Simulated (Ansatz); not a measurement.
# How fast states decay through BaAg2SeO

A new crystal, BaAg2SeO: structure, gap and complex bands. It is built by putting Se for part of the O in the BaAg2O2 structure of space group I4_1/amd, with the volume rescaled by atomic radii. The parent structure comes from the Materials Project.

Method: PBEsol DFT, plane waves, PAW files, in the first sound run; inputs show where later runs differ, in Ansatz 0.2.0.

Most raw output is cut from this account.

The structure was built from a prototype and need not be the compound's stable phase.

### Step 1. Starting point

It takes space group Imma (No. 74, orthorhombic). Conventional cell: a = 6.094 Å, b = 6.094 Å, c = 11.329 Å, α = 90.00°, β = 90.00°, γ = 90.00°. Nearest to Ba lie 3 Se at 2.72 to 3.05 Å and 3 O at 2.72 to 3.05 Å. Nearest to Ag lie 2 Se at 2.16 Å. Nearest to Ag lie 2 O at 2.16 Å. O has 2 Ag at 2.16 Å and 3 Ba at 2.72 to 3.05 Å nearest. Nearest to Se lie 2 Ag at 2.16 Å and 3 Ba at 2.72 to 3.05 Å. It derives from BaAg2O2. Se for part of the O in the BaAg2O2 structure of space group I4_1/amd. Farther neighbours and most contacts between anions are not listed.

### Step 2. Cell and atoms at rest

The substituted atoms don't fit the parent's cell, so cell and atoms relax together. A small smearing keeps the run stable in case the gap closes on the way.

input.yaml

```yaml
crystal:
  lattice:
    - [-3.0470680501, 3.0470680501, 5.6645875959]
    - [3.0470680501, -3.0470680501, 5.6645875959]
    - [3.0470680501, 3.0470680501, -5.6645875959]
  atoms:
    - { symbol: Ba, position: [0.5, 0.5, 0.0] }
    - { symbol: Ba, position: [0.25, 0.75, 0.5] }
    - { symbol: Ag, position: [0.375, 0.125, 0.25] }
    - { symbol: Ag, position: [0.875, 0.125, 0.25] }
    - { symbol: Ag, position: [0.875, 0.625, 0.75] }
    - { symbol: Ag, position: [0.875, 0.125, 0.75] }
    - { symbol: O, position: [0.00981408, 0.50981408, 0.5] }
    - { symbol: Se, position: [0.25981408, 0.25981408, 0.0] }
    - { symbol: O, position: [0.74018592, 0.74018592, 0.0] }
    - { symbol: Se, position: [0.49018592, 0.99018592, 0.5] }
kpoints:
  mp_grid: { grid: [6, 6, 6] }
scf:
  occupations: { method: gaussian, width: 0.03 }
hamiltonian:
  xc: pbesol
output:
  forces: true
  stress: true
relax:
  f_tol: 0.02
  max_steps: 60
  cell: {}
```

Run with:

```sh
$ ansatz run input.yaml --threads 2 --pin off --max-ram 4096MiB --backend cpu --events-out ev --progress --plain --runs-dir out
```

Run time: 4.6 min. Hardware: 2 threads of Arm Neoverse V2, shared host; peak memory 1 GiB; 9.1 min of CPU time.

Step by step:

| step | energy less that of the first step (eV) | largest force component (eV/Å) | pressure (GPa) | volume (Å³) |
| --- | --- | --- | --- | --- |
| 1 | 0.0000 | 4.4554 | 13.87 | 210.37 |
| 2 | -2.4446 | 2.0371 | 4.19 | 222.61 |
| 3 | -3.2326 | 0.4799 | 1.54 | 219.63 |
| 4 | -3.3274 | 0.2460 | 0.65 | 217.73 |
| 5 | -3.3719 | 0.2595 | -0.26 | 218.57 |
| 6 | -3.4173 | 0.1954 | -0.27 | 215.47 |
| 7 | -3.4277 | 0.0485 | 0.07 | 215.62 |
| 8 | -3.4277 | 0.0173 | -0.03 | 215.80 |
| 9 | -3.4278 | 0.0014 | 0.00 | 215.72 |
| 10* | -3.4589 | 0.0045 | 0.18 | 215.72 |
| 11 | -3.4608 | 0.0149 | 0.04 | 215.97 |
| 12* | -3.4610 | 0.0149 | 0.04 | 215.97 |

Relaxation steps marked * repeat the geometry before them on a plane-wave basis chosen anew for their cell, so energy and pressure can jump there.

The run keeps the 8 symmetry operations that it works with, so distortions that break them were not tested.

| conventional cell, symmetrised | before | after | change |
| --- | --- | --- | --- |
| a (Å) | 6.094 | 5.456 | -10.5 % |
| b (Å) | 6.094 | 6.333 | +3.9 % |
| c (Å) | 11.329 | 12.500 | +10.3 % |
| volume (Å³/atom) | 21.04 | 21.60 | +2.7 % |

The atoms that moved most (Å, as changes of fractional coordinates times the final cell):

| atom | dx | dy | dz | length |
| --- | --- | --- | --- | --- |
| Ba1 | 0.000 | 0.000 | 0.367 | 0.367 |
| Ba2 | 0.000 | 0.000 | -0.367 | 0.367 |
| Se10 | 0.000 | 0.000 | -0.322 | 0.322 |
| Se8 | 0.000 | 0.000 | 0.322 | 0.322 |
| O9 | 0.000 | 0.000 | 0.111 | 0.111 |
| O7 | 0.000 | 0.000 | -0.111 | 0.111 |

This step gave:

```
free energy  : -53788.2380 eV
Fermi energy : 11.01 eV
pressure     : 0.03692 GPa
```

The largest force component on a free atom ends at 0.015 eV/Å.

### Step 3. Band edges

The energy window and the wavevectors of the next steps follow from the band edges, so these are searched first, off the mesh as well.

input.yaml

```yaml
crystal:
  lattice:
    - [-3.166678421, 2.7280626149, 6.2499356161]
    - [3.166678421, -2.7280626149, 6.2499356161]
    - [3.166678421, 2.7280626149, -6.2499356161]
  atoms:
    - { symbol: Ba, position: [0.5293457979, 0.5293457979, 0.0] }
    - { symbol: Ba, position: [0.2206542021, 0.7206542021, 0.5] }
    - { symbol: Ag, position: [0.375, 0.125, 0.25] }
    - { symbol: Ag, position: [0.875, 0.125, 0.25] }
    - { symbol: Ag, position: [0.875, 0.625, 0.75] }
    - { symbol: Ag, position: [0.875, 0.125, 0.75] }
    - { symbol: O, position: [0.0008975021, 0.5008975021, 0.5] }
    - { symbol: Se, position: [0.2855473394, 0.2855473394, 0.0] }
    - { symbol: O, position: [0.7491024979, 0.7491024979, 0.0] }
    - { symbol: Se, position: [0.4644526606, 0.9644526606, 0.5] }
kpoints:
  mp_grid: { grid: [6, 6, 6] }
  band_path: { path: [VBM, CBM], npoints: 30 }
scf:
  occupations: { method: fixed }
hamiltonian:
  xc: pbesol
output:
  eigenvalues: true
  write_potential: true
  write_density: true
  volumetric_format: npy
```

The job ended after 83 s (2 threads; peak memory 0.93 GiB; 2.8 min of CPU time).

This step gave:

```yaml
fermi_energy: 10.32 eV
gap_on_the_k_mesh: 1.370 eV
gap_on_path: 1.370 eV, by band count; negative where bands overlap
direct_gap_on_path: 1.370 eV
edge_places_on_path: 0, 0 1/A along the path
```

Levels at VBM (eV): -6.22, -5.30, -5.30, -5.09, -4.62, -4.34, -4.16, -4.06, -3.98, -3.62, -3.49, -3.44, -3.39, -3.31, -2.97, -2.95, -2.94, -2.73, -2.65, -2.60, -2.38, -2.31, -2.21, -2.19, -1.90, -1.39, -1.27, -1.21, -1.03, -0.39, -0.02, 0.00, 1.37, 1.59, 1.89, 2.50, 3.60, 4.49, 5.00, 5.16.

The searched edges give 1.37 eV, as on the mesh.

### Step 4. Complex bands

This step: PBEsol DFT, plane waves, PAW files; complex bands by layer matching along the plane's normal (Ansatz 0.2.0).

The same crystal is laid in a cell whose first two vectors span the (001) plane (indices of the standard conventional cell, whose axes can be ordered otherwise than in the bulk input). At fixed energy and wavevector in the plane the solver finds all kz, real and complex. A few wavevectors are listed, (0, 0) and (0.5, 0) in units of the plane's reciprocal vectors; the slowest state needn't be among them.

input.yaml

```yaml
crystal:
  lattice:
    - [6.333356842, 0.0, 0.0]
    - [0.0, 5.45612523, 0.0]
    - [3.166678421, 2.728062615, 6.249935616]
  atoms:
    - { symbol: Ba, position: [0.4706542021, 0.4706542021, 0.0586915958] }
    - { symbol: Ba, position: [0.2793457979, 0.7793457979, 0.4413084042] }
    - { symbol: Ag, position: [0.875, 0.125, 0.25] }
    - { symbol: Ag, position: [0.375, 0.125, 0.75] }
    - { symbol: Ag, position: [0.875, 0.125, 0.75] }
    - { symbol: Ag, position: [0.875, 0.625, 0.25] }
    - { symbol: O, position: [0.4991024979, 0.9991024979, 0.0017950042] }
    - { symbol: Se, position: [0.7144526606, 0.7144526606, 0.5710946788] }
    - { symbol: O, position: [0.2508975021, 0.2508975021, 0.4982049958] }
    - { symbol: Se, position: [0.0355473394, 0.5355473394, 0.9289053212] }
kpoints:
  mp_grid: { grid: [6, 6, 6] }
scf:
  occupations: { method: fixed }
hamiltonian:
  xc: pbesol
output:
  eigenvalues: true
  transmission:
    leads: [[0, 0]]
    kpoints: [[0.0, 0.0], [0.5, 0.0]]
    e_range: [-1.0, 2.37]
    de: 0.06
```

It took 2 min on 2 threads; peak memory 1.3 GiB.

This step gave:

```
level to which the leads are filled                       : 0.6851 eV from the Fermi level
decay constant at the filling level, zone centre          : 0.1689 Å⁻¹
decay constant at the filling level, slowest listed point : 0.1688 Å⁻¹
```

K parallel (0, 0); values up to 1.5 1/Å, a degenerate pair printed once or twice; energies at which all values exceed this have no row. Table of Im kz of the slowest decaying states by energy, zero at the highest filled level on the SCF mesh:

| energy (eV) | decay 1 (Å⁻¹) | decay 2 (Å⁻¹) | decay 3 (Å⁻¹) | decay 4 (Å⁻¹) |
| --- | --- | --- | --- | --- |
| -1.00 | 0.0782 | 0.142 | 0.168 | 0.280 |
| -0.82 | 0.0772 | 0.147 | 0.169 | 0.173 |
| -0.64 | 0.118 | 0.195 | 0.213 | 0.250 |
| -0.52 | 0.205 | 0.240 | 0.336 | 0.597 |
| -0.34 | 0.194 | 0.214 | 0.226 | 0.249 |
| -0.16 | 0.112 | 0.218 | 0.253 | 0.404 |
| 0.02 | 0.0927 | 0.119 | 0.166 | 0.216 |
| 0.20 | 0.199 | 0.202 | 0.234 | 0.253 |
| 0.32 | 0.195 | 0.213 | 0.235 | 0.251 |
| 0.50 | 0.183 | 0.226 | 0.234 | 0.245 |
| 0.68 | 0.169 | 0.228 | 0.232 | 0.236 |
| 0.86 | 0.150 | 0.219 | 0.223 | 0.232 |
| 1.04 | 0.125 | 0.204 | 0.204 | 0.224 |
| 1.16 | 0.102 | 0.187 | 0.191 | 0.215 |
| 1.34 | 0.0400 | 0.100 | 0.161 | 0.173 |
| 1.52 | 0.0973 | 0.158 | 0.197 | 0.278 |
| 1.70 | 0.0809 | 0.0912 | 0.199 | 0.203 |
| 1.88 | 0.0555 | 0.146 | 0.195 | 0.312 |
| 2.00 | 0.167 | 0.190 | 0.271 | 0.493 |
| 2.18 | 0.177 | 0.186 | 0.207 | 0.495 |
| 2.36 | 0.121 | 0.157 | 0.198 | 0.496 |

K parallel (0, 0). Re kz of states that move upwards against energy, zero at the highest filled level on the SCF mesh:

| energy (eV) | channel 1 (Å⁻¹) | channel 2 (Å⁻¹) | channel 3 (Å⁻¹) |
| --- | --- | --- | --- |
| -1.00 | 0.130 | 0.410 | 0.450 |
| -0.88 | 0.178 | - | - |
| -0.82 | 0.201 | - | - |
| -0.70 | 0.247 | - | - |
| -0.64 | -0.455 | 0.270 | - |
| -0.52 | -0.402 | -0.325 | 0.319 |
| -0.46 | -0.369 | -0.228 | 0.345 |
| -0.34 | -0.309 | 0.409 | - |
| -0.28 | -0.278 | 0.457 | - |
| -0.16 | -0.318 | -0.203 | - |
| -0.10 | -0.230 | -0.153 | - |
| 0.02 | - | - | - |
| 0.08 | - | - | - |
| 0.20 | - | - | - |
| 0.26 | - | - | - |
| 0.38 | - | - | - |
| 0.44 | - | - | - |
| 0.56 | - | - | - |
| 0.62 | - | - | - |
| 0.74 | - | - | - |
| 0.80 | - | - | - |
| 0.92 | - | - | - |
| 0.98 | - | - | - |
| 1.10 | - | - | - |
| 1.16 | - | - | - |
| 1.28 | - | - | - |
| 1.34 | - | - | - |
| 1.46 | -0.370 | 0.0717 | - |
| 1.52 | -0.323 | 0.0947 | - |
| 1.64 | -0.203 | 0.0971 | 0.169 |
| 1.70 | 0.130 | - | - |
| 1.82 | -0.429 | 0.163 | - |
| 1.88 | -0.387 | 0.176 | - |
| 2.00 | -0.326 | 0.154 | 0.202 |
| 2.06 | -0.298 | 0.193 | 0.215 |
| 2.18 | -0.244 | 0.241 | 0.257 |
| 2.24 | -0.217 | 0.254 | 0.285 |
| 2.36 | -0.155 | 0.281 | 0.336 |

K parallel (0.5, 0); values up to 1.5 1/Å, a degenerate pair printed once or twice; energies at which all values exceed this have no row. The Im kz of the slowest decaying states by energy, zero at the highest filled level on the SCF mesh:

| energy (eV) | decay 1 (Å⁻¹) | decay 2 (Å⁻¹) | decay 3 (Å⁻¹) | decay 4 (Å⁻¹) |
| --- | --- | --- | --- | --- |
| -1.00 | 0.0552 | 0.156 | 0.407 | 0.718 |
| -0.82 | 0.125 | 0.384 | 0.712 | 0.733 |
| -0.64 | 0.0923 | 0.145 | 0.179 | 0.345 |
| -0.52 | 0.1000 | 0.205 | 0.289 | 0.610 |
| -0.34 | 0.229 | 0.319 | 0.357 | 0.567 |
| -0.16 | 0.244 | 0.336 | 0.357 | 0.668 |
| 0.02 | 0.253 | 0.348 | 0.380 | 0.707 |
| 0.20 | 0.258 | 0.355 | 0.401 | 0.721 |
| 0.32 | 0.259 | 0.358 | 0.413 | 0.717 |
| 0.50 | 0.259 | 0.360 | 0.432 | 0.712 |
| 0.68 | 0.256 | 0.360 | 0.450 | 0.706 |
| 0.86 | 0.252 | 0.356 | 0.470 | 0.700 |
| 1.04 | 0.244 | 0.351 | 0.496 | 0.693 |
| 1.16 | 0.238 | 0.345 | 0.522 | 0.688 |
| 1.34 | 0.227 | 0.334 | 0.592 | 0.680 |
| 1.52 | 0.213 | 0.320 | 0.544 | 0.667 |
| 1.70 | 0.194 | 0.292 | 0.312 | 0.466 |
| 1.88 | 0.170 | 0.231 | 0.322 | 0.411 |
| 2.00 | 0.150 | 0.189 | 0.318 | 0.378 |
| 2.18 | 0.0984 | 0.304 | 0.331 | 0.635 |
| 2.36 | 0.280 | 0.281 | 0.624 | 0.671 |

At the listed wavevectors the last open channel is at -0.04 eV and the next at +1.40 eV on the grid. At +0.68 eV, the grid energy nearest the filling level (the middle of the gap on the SCF mesh), the slowest state at the listed wavevectors decays with κ = 0.169 Å⁻¹, its amplitude falling by e over 5.9 Å. Through 1 nm of this crystal that state's transmission falls by exp(−2 × 0.169 Å⁻¹ × 10 Å) = 0.034.

### Step 5. Band edges at another level

This step: PBE DFT, plane waves, PAW files (Ansatz 0.2.0).

The edges again with PBE, at the same atoms.

input.yaml

```yaml
crystal:
  lattice:
    - [-3.166678421, 2.7280626149, 6.2499356161]
    - [3.166678421, -2.7280626149, 6.2499356161]
    - [3.166678421, 2.7280626149, -6.2499356161]
  atoms:
    - { symbol: Ba, position: [0.5293457979, 0.5293457979, 0.0] }
    - { symbol: Ba, position: [0.2206542021, 0.7206542021, 0.5] }
    - { symbol: Ag, position: [0.375, 0.125, 0.25] }
    - { symbol: Ag, position: [0.875, 0.125, 0.25] }
    - { symbol: Ag, position: [0.875, 0.625, 0.75] }
    - { symbol: Ag, position: [0.875, 0.125, 0.75] }
    - { symbol: O, position: [0.0008975021, 0.5008975021, 0.5] }
    - { symbol: Se, position: [0.2855473394, 0.2855473394, 0.0] }
    - { symbol: O, position: [0.7491024979, 0.7491024979, 0.0] }
    - { symbol: Se, position: [0.4644526606, 0.9644526606, 0.5] }
kpoints:
  mp_grid: { grid: [6, 6, 6] }
  band_path: { path: [VBM, CBM], npoints: 30 }
scf:
  occupations: { method: fixed }
hamiltonian:
  xc: pbe
output:
  eigenvalues: true
```

It took 81 s on 2 threads; peak memory 0.93 GiB; 2.7 min of CPU time.

Numbers from this step:

| Property | Result |
| --- | --- |
| free energy | -54338.3766 eV |
| Fermi energy | 10.49 eV |
| gap on the k-mesh | 1.436 eV |
| gap on path | 1.436 eV, by band count; negative where bands overlap |
| direct gap on path | 1.436 eV |

Levels at VBM (eV): -6.21, -5.30, -5.29, -5.11, -4.62, -4.36, -4.13, -4.08, -3.96, -3.65, -3.52, -3.43, -3.38, -3.35, -2.96, -2.95, -2.89, -2.75, -2.66, -2.58, -2.39, -2.32, -2.20, -2.16, -1.87, -1.41, -1.25, -1.22, -1.01, -0.39, -0.04, 0.00, 1.44, 1.67, 1.98, 2.57, 3.66, 4.53, 5.08, 5.19.

The searched edges give 1.44 eV, as on the mesh.

Between step 3 and this run (PBE) the value for the gap on the k-mesh moves from 1.37 eV to 1.44 eV.

### Step 6. Complex bands at another level

This step: PBE DFT, plane waves, PAW files; complex bands by layer matching along the plane's normal (Ansatz 0.2.0).

The complex bands at that level, over its own gap, at (0, 0) and (0.5, 0).

input.yaml

```yaml
crystal:
  lattice:
    - [6.333356842, 0.0, 0.0]
    - [0.0, 5.45612523, 0.0]
    - [3.166678421, 2.728062615, 6.249935616]
  atoms:
    - { symbol: Ba, position: [0.4706542021, 0.4706542021, 0.0586915958] }
    - { symbol: Ba, position: [0.2793457979, 0.7793457979, 0.4413084042] }
    - { symbol: Ag, position: [0.875, 0.125, 0.25] }
    - { symbol: Ag, position: [0.375, 0.125, 0.75] }
    - { symbol: Ag, position: [0.875, 0.125, 0.75] }
    - { symbol: Ag, position: [0.875, 0.625, 0.25] }
    - { symbol: O, position: [0.4991024979, 0.9991024979, 0.0017950042] }
    - { symbol: Se, position: [0.7144526606, 0.7144526606, 0.5710946788] }
    - { symbol: O, position: [0.2508975021, 0.2508975021, 0.4982049958] }
    - { symbol: Se, position: [0.0355473394, 0.5355473394, 0.9289053212] }
kpoints:
  mp_grid: { grid: [6, 6, 6] }
scf:
  occupations: { method: fixed }
hamiltonian:
  xc: pbe
output:
  eigenvalues: true
  transmission:
    leads: [[0, 0]]
    kpoints: [[0.0, 0.0], [0.5, 0.0]]
    e_range: [-1.0, 2.44]
    de: 0.06
```

Run time: 1.9 min. Hardware: 2 threads; peak memory 1.3 GiB.

Numbers from this step:

| Item | Value |
| --- | --- |
| level to which the leads are filled | 0.7181 eV from the Fermi level |
| decay constant at the filling level, zone centre | 0.1702 Å⁻¹ |
| decay constant at the filling level, slowest listed point | 0.1702 Å⁻¹ |

K parallel (0, 0); values up to 1.5 1/Å, a degenerate pair printed once or twice; energies at which all values exceed this have no row. Im kz of the slowest decaying states against energy, zero at the highest filled level on the SCF mesh:

| energy (eV) | decay 1 (Å⁻¹) | decay 2 (Å⁻¹) | decay 3 (Å⁻¹) | decay 4 (Å⁻¹) |
| --- | --- | --- | --- | --- |
| -1.00 | 0.0418 | 0.129 | 0.171 | 0.283 |
| -0.88 | 0.0865 | 0.106 | 0.152 | 0.160 |
| -0.70 | 0.0449 | 0.153 | 0.182 | 0.190 |
| -0.58 | 0.0300 | 0.202 | 0.228 | 0.246 |
| -0.46 | 0.210 | 0.245 | 0.316 | 0.607 |
| -0.34 | 0.191 | 0.217 | 0.239 | 0.251 |
| -0.16 | 0.130 | 0.222 | 0.256 | 0.402 |
| -0.04 | 0.0154 | 0.163 | 0.224 | 0.257 |
| 0.02 | 0.0947 | 0.141 | 0.177 | 0.216 |
| 0.08 | 0.180 | 0.188 | 0.202 | 0.212 |
| 0.26 | 0.203 | 0.214 | 0.242 | 0.256 |
| 0.38 | 0.196 | 0.226 | 0.243 | 0.254 |
| 0.50 | 0.189 | 0.234 | 0.242 | 0.250 |
| 0.62 | 0.180 | 0.239 | 0.239 | 0.245 |
| 0.80 | 0.165 | 0.232 | 0.234 | 0.241 |
| 0.92 | 0.152 | 0.225 | 0.225 | 0.239 |
| 1.04 | 0.136 | 0.214 | 0.217 | 0.234 |
| 1.16 | 0.116 | 0.198 | 0.205 | 0.225 |
| 1.34 | 0.0711 | 0.162 | 0.181 | 0.206 |
| 1.46 | 0.156 | 0.187 | 0.192 | 0.327 |
| 1.58 | 0.114 | 0.162 | 0.201 | 0.289 |
| 1.76 | 0.0734 | 0.0962 | 0.203 | 0.216 |
| 1.88 | 0.129 | 0.146 | 0.200 | 0.331 |
| 2.00 | 0.157 | 0.196 | 0.292 | 0.502 |
| 2.12 | 0.174 | 0.189 | 0.252 | 0.504 |
| 2.30 | 0.174 | 0.186 | 0.191 | 0.506 |
| 2.42 | 0.128 | 0.159 | 0.199 | 0.506 |

(Continued in part 2 of 2.)

[Logs are printed without paths, hosts, clocks, repeated set-up lines and the standing remarks that a program may print on its own settings, such as how far it seeks lower states.]

[Hosts, paths, dates, database ids (printed as entryN), source tags and the programs' standing remarks are cut or masked in the printed files.]
